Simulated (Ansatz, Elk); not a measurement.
# Bonding as seen by X-rays: Co2BiB2C, part 2 of 2

Structure refinements treat a crystal as free atoms side by side. For a made-up structure of Co2BiB2C (cell and positions from a PBEsol relaxation) the runs below show what the calculated density changes in F(hkl).

Elk 11.2.3 (patched build); all-electron DFT.

So far: The structure; Ground state and structure factors; The highest occupied states alone.

The structure was built from a prototype and need not be the compound's stable phase.

### Step 4. Another try

Level of this step: DFT, PBE, all-electron APW+lo, Dirac cores, scalar-relativistic bands, static density, no spin (Elk).

In this try the input is made faulty on purpose, to show what that does.

The input is changed as shown.

Contents of elk.in:

```
tasks
  0
  195

xctype
  20

spinpol
  .false.

rgkmax
  3.5

gmaxvr
  14.0

lmaxo
  7

lmaxapw
  8

swidth
  0.002

tshift
  .false.

ramdisk
  .false.

hmaxvr
  5.5

maxscl
  60

epspot
  1e-06

sppath
  './'

avec
  -3.42088386801 3.42088386801 9.48296857710
  3.42088386801 -3.42088386801 9.48296857710
  3.42088386801 3.42088386801 -9.48296857710

atoms
  4
  'Bi.in'
  1
  0.5000000000 0.5000000000 -0.0000000000   0.000000 0.000000 0.000000
  'Co.in'
  2
  0.2500000000 0.7500000000 0.5000000000   0.000000 0.000000 0.000000
  0.7500000000 0.2500000000 0.5000000000   0.000000 0.000000 0.000000
  'C.in'
  1
  -0.0000000000 -0.0000000000 -0.0000000000   0.000000 0.000000 0.000000
  'B.in'
  2
  0.8476952375 0.8476952375 -0.0000000000   0.000000 0.000000 0.000000
  0.1523047625 0.1523047625 -0.0000000000   0.000000 0.000000 0.000000

ngridk
  9 9 9
```

On the command line:

```
$ OMP_NUM_THREADS=4 elk
```

Numbers of over 12 decimals in the logs are rounded to 6 here.

The log of the run:

```text
┌─────────────────────────┐
│ Elk code version 11.2.3 │
└─────────────────────────┘

All units are atomic (Hartree, Bohr, etc.)

┌─────────────────────────────────────────────────┐
│ Ground-state run starting from atomic densities │
└─────────────────────────────────────────────────┘

Lattice vectors :
  -3.420883868       3.420883868       9.482968577
   3.420883868      -3.420883868       9.482968577
   3.420883868       3.420883868      -9.482968577

Reciprocal lattice vectors :
  0.3143273262E-16  0.9183570021      0.3312878903
[...]
atom 2                    :    3.021785137     (  0.9191195414E-03)
 total in muffin-tins        :    144.0930818
 total calculated charge     :    152.9961964
 total charge                :    153.0000000
 error                       :   0.3803562778E-02

┌──────────────────────────────┐
│ Self-consistent loop stopped │
└──────────────────────────────┘

Warning : core states of species 1 leak from the muffin-tin :   0.6945141024E-03

Warning : core states of species 2 leak from the muffin-tin :   0.5245137389E-03

Warning : core states of species 4 leak from the muffin-tin :   0.9191195414E-03

Wrote STATE.OUT
[key lines of the parts left out:]
total energy                :     -24455.230500501
```

Elapsed: 34 s, on 4 threads of INTEL XEON PLATINUM 8581C at 2.30GHz (Emerald Rapids), shared host; peak memory 0.21 GiB; 1.8 min of CPU time.

The run finished. A setting was moved off its sound value on purpose, so it serves as a test and not as the result.

The fault put into the input: a cutoff far too low.

Its structure factors differ from the first run's by R = 0.1 %.

### Step 5. Another functional

The difference from free atoms is small, so it is set against the change that LDA (Perdew-Wang) makes.

elk.in, as its differences from that of step 4:

```diff
@@ -5,3 +5,3 @@
 xctype
-  20
+  3
 
@@ -11,3 +11,3 @@
 rgkmax
-  3.5
+  7.0
 
@@ -35,3 +35,3 @@
 maxscl
-  60
+  120
```

On the command line:

```
$ OMP_NUM_THREADS=4 elk
```

The log of the run:

```text
┌─────────────────────────┐
│ Elk code version 11.2.3 │
└─────────────────────────┘

All units are atomic (Hartree, Bohr, etc.)

┌─────────────────────────────────────────────────┐
│ Ground-state run starting from atomic densities │
└─────────────────────────────────────────────────┘

Lattice vectors :
  -3.420883868       3.420883868       9.482968577
   3.420883868      -3.420883868       9.482968577
   3.420883868       3.420883868      -9.482968577

Reciprocal lattice vectors :
  0.3143273262E-16  0.9183570021      0.3312878903
[...]
total in muffin-tins        :    144.9961644
 total calculated charge     :    152.9960741
 total charge                :    153.0000000
 error                       :   0.3925887821E-02

┌──────────────────────────────┐
│ Self-consistent loop stopped │
└──────────────────────────────┘

Warning : core states of species 1 leak from the muffin-tin :   0.6843642080E-03

Warning : core states of species 2 leak from the muffin-tin :   0.5424991173E-03

Warning : core states of species 3 leak from the muffin-tin :   0.1042201585E-03

Warning : core states of species 4 leak from the muffin-tin :   0.1007333984E-02

Wrote STATE.OUT
[key lines of the parts left out:]
total energy                :     -24439.340159012
```

The job ended after 33 s (4 threads; peak memory 0.19 GiB).

Against the first run R = 0.03 %; the largest change is -0.043 at 530.

### Step 6. A coarser k-mesh

About half the k-points along each axis test the sampling.

elk.in, as its differences from that of step 5:

```diff
@@ -5,3 +5,3 @@
 xctype
-  3
+  20
 
@@ -66,2 +66,2 @@
 ngridk
-  9 9 9
+  4 4 4
```

On the command line:

```
$ OMP_NUM_THREADS=4 elk
```

The log of the run:

```text
┌─────────────────────────┐
│ Elk code version 11.2.3 │
└─────────────────────────┘

All units are atomic (Hartree, Bohr, etc.)

┌─────────────────────────────────────────────────┐
│ Ground-state run starting from atomic densities │
└─────────────────────────────────────────────────┘

Lattice vectors :
  -3.420883868       3.420883868       9.482968577
   3.420883868      -3.420883868       9.482968577
   3.420883868       3.420883868      -9.482968577

Reciprocal lattice vectors :
  0.3143273262E-16  0.9183570021      0.3312878903
[...]
total in muffin-tins        :    144.9406798
 total calculated charge     :    152.9963199
 total charge                :    153.0000000
 error                       :   0.3680069019E-02

┌──────────────────────────────┐
│ Self-consistent loop stopped │
└──────────────────────────────┘

Warning : core states of species 1 leak from the muffin-tin :   0.6809293631E-03

Warning : core states of species 2 leak from the muffin-tin :   0.5197919600E-03

Warning : core states of species 3 leak from the muffin-tin :   0.1005375503E-03

Warning : core states of species 4 leak from the muffin-tin :   0.9396928487E-03

Wrote STATE.OUT
[key lines of the parts left out:]
total energy                :     -24456.229195294
```

Elapsed: 21 s, on 4 threads; peak memory 0.23 GiB; 49 s of CPU time.

Against the first run R = 0.01 %; the largest change is -0.023 at 400.

### Step 7. Settings against the effect

```csv
run,R against the first run (%),"R against neutral atoms, low angle (%)",wall time
"PBE, rgkmax 7",0.00,0.44,51 s
LDA (Perdew-Wang),0.03,0.43,33 s
k-mesh 4×4×4,0.01,0.44,21 s
```

### Step 8. Results

| Quantity | Value |
| --- | --- |
| R against neutral atoms, sin θ/λ < 0.3 Å⁻¹ | 0.44 % |
| R against neutral atoms, 0.3 to 0.82 Å⁻¹ | 0.14 % |

**Reading.** Independent neutral atoms miss the calculated amplitudes by R = 0.44 % below 0.3 Å⁻¹ and 0.14 % from there to 0.82 Å⁻¹; by shells, 1.09 % below 0.15 Å⁻¹ (2 forms), 0.32 % 0.15 to 0.3 (9 forms), 0.23 % 0.3 to 0.45 (16 forms), 0.12 % above 0.45 (93 forms). Bonding, aspherical density and the tables' own atoms all enter these figures, and the runs don't part them. The largest change of an amplitude is -0.71 electrons, at 002. The window's part falls from 29.5 electrons at the origin to at most 2.62 between 0.45 and 0.82 Å⁻¹, where compact states inside the window still scatter. Below 0.3 Å⁻¹ the changes that finished (LDA (Perdew-Wang) and k-mesh 4×4×4) move F by R = 0.02 % at most, against the 0.44 % that separates it from free atoms. The basis has no finished test. These runs have no spin, though d or f shells may be open. Spin-orbit coupling is left out, which can matter for elements this heavy. Part of the difference isn't bonding: the tables are fits to free atoms and ions calculated by other methods than this functional. Thermal motion, anomalous dispersion and extinction are left out.

[Logs are printed without paths, hosts, clocks, repeated set-up lines and the standing remarks that a program may print on its own settings, such as how far it seeks lower states.]

[Hosts, paths, dates, database ids (printed as entryN), source tags and the programs' standing remarks are cut or masked in the printed files.]
